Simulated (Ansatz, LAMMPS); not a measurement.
## Finding the fault: 33Li2O-67Al2O3 (mol %) with crystalline order left by the classical run (65 atoms)

Program: Ansatz 0.2.0. The cell: 10 Li, 20 Al and 35 O.

input.yaml reads:

```yaml
crystal:
  lattice:
    - [8.27426, 0.0, 0.0]
    - [0.0, 8.27426, 0.0]
    - [0.0, 0.0, 8.27426]
  atoms:
    - { symbol: Li, position: [0.03947, 0.51026, 0.80814], spin: 2.0 }
    - { symbol: Li, position: [0.81433, 0.65594, 0.69163] }
    - { symbol: Li, position: [0.06877, 0.81274, 0.19299] }
    - { symbol: Li, position: [0.35028, 0.67826, 0.36123] }
    - { symbol: Li, position: [0.84041, 0.99403, 0.0513] }
    - { symbol: Li, position: [0.34494, 0.99562, 0.38388] }
    - { symbol: Li, position: [0.82433, 0.05719, 0.36738] }
    - { symbol: Li, position: [0.56623, 0.49938, 0.86706] }
    - { symbol: Li, position: [0.34388, 0.9822, 0.05625] }
    - { symbol: Li, position: [0.46006, 0.99174, 0.57934] }
    - { symbol: Al, position: [0.81589, 0.98957, 0.69374] }
    - { symbol: Al, position: [0.08825, 0.80704, 0.52075] }
    - { symbol: Al, position: [0.83652, 0.32671, 0.03677] }
    - { symbol: Al, position: [0.09721, 0.82787, 0.87624] }
    - { symbol: Al, position: [0.32112, 0.33302, 0.36478] }
    - { symbol: Al, position: [0.58486, 0.51504, 0.52786] }
    - { symbol: Al, position: [0.5647, 0.83518, 0.88148] }
    - { symbol: Al, position: [0.08062, 0.14929, 0.20055] }
    [... 41 atom lines left out ...]
    - { symbol: O, position: [0.82203, 0.17218, 0.86542] }
    - { symbol: O, position: [0.32521, 0.16823, 0.20552] }
    - { symbol: O, position: [0.8668, 0.16644, 0.56355] }
    - { symbol: O, position: [0.3123, 0.8165, 0.53436] }
    - { symbol: O, position: [0.08902, 0.31887, 0.02554] }
    - { symbol: O, position: [0.08877, 0.31635, 0.70278] }
kpoints:
  mp_grid: { grid: [1, 1, 1] }
hamiltonian:
  xc: pbe
scf:
  occupations: { method: fermi_dirac, width: 0.05 }
  max_iter: 100
output:
  forces: true
```

Started as:

```
$ ansatz run input.yaml --threads 4 --pin off --max-ram 8192MiB --backend cpu --events-out ev --progress --plain --runs-dir out
```

Output:

```text
Error: inconsistent input (magnetization.spin_polarized): false but per-atom `spin:`, `per_species`, `initial_magnetization`, `magnetic_field`, or `spin_locking` is set
```

Elapsed: 0.04 s, on 4 threads of Arm Neoverse N1, shared host; peak memory 0.031 GiB.

What is at fault here, and what would mend it?

A moment without spin polarisation: crystal.atoms[0].spin = 2.0.

The fix is to switch spin polarisation on, or take the moment out.

The program refused it before any cycle.

[Logs are printed without paths, hosts, clocks, repeated set-up lines and the standing remarks that a program may print on its own settings, such as how far it seeks lower states.]

[Hosts, paths, dates, database ids (printed as entryN), source tags and the programs' standing remarks are cut or masked in the printed files.]
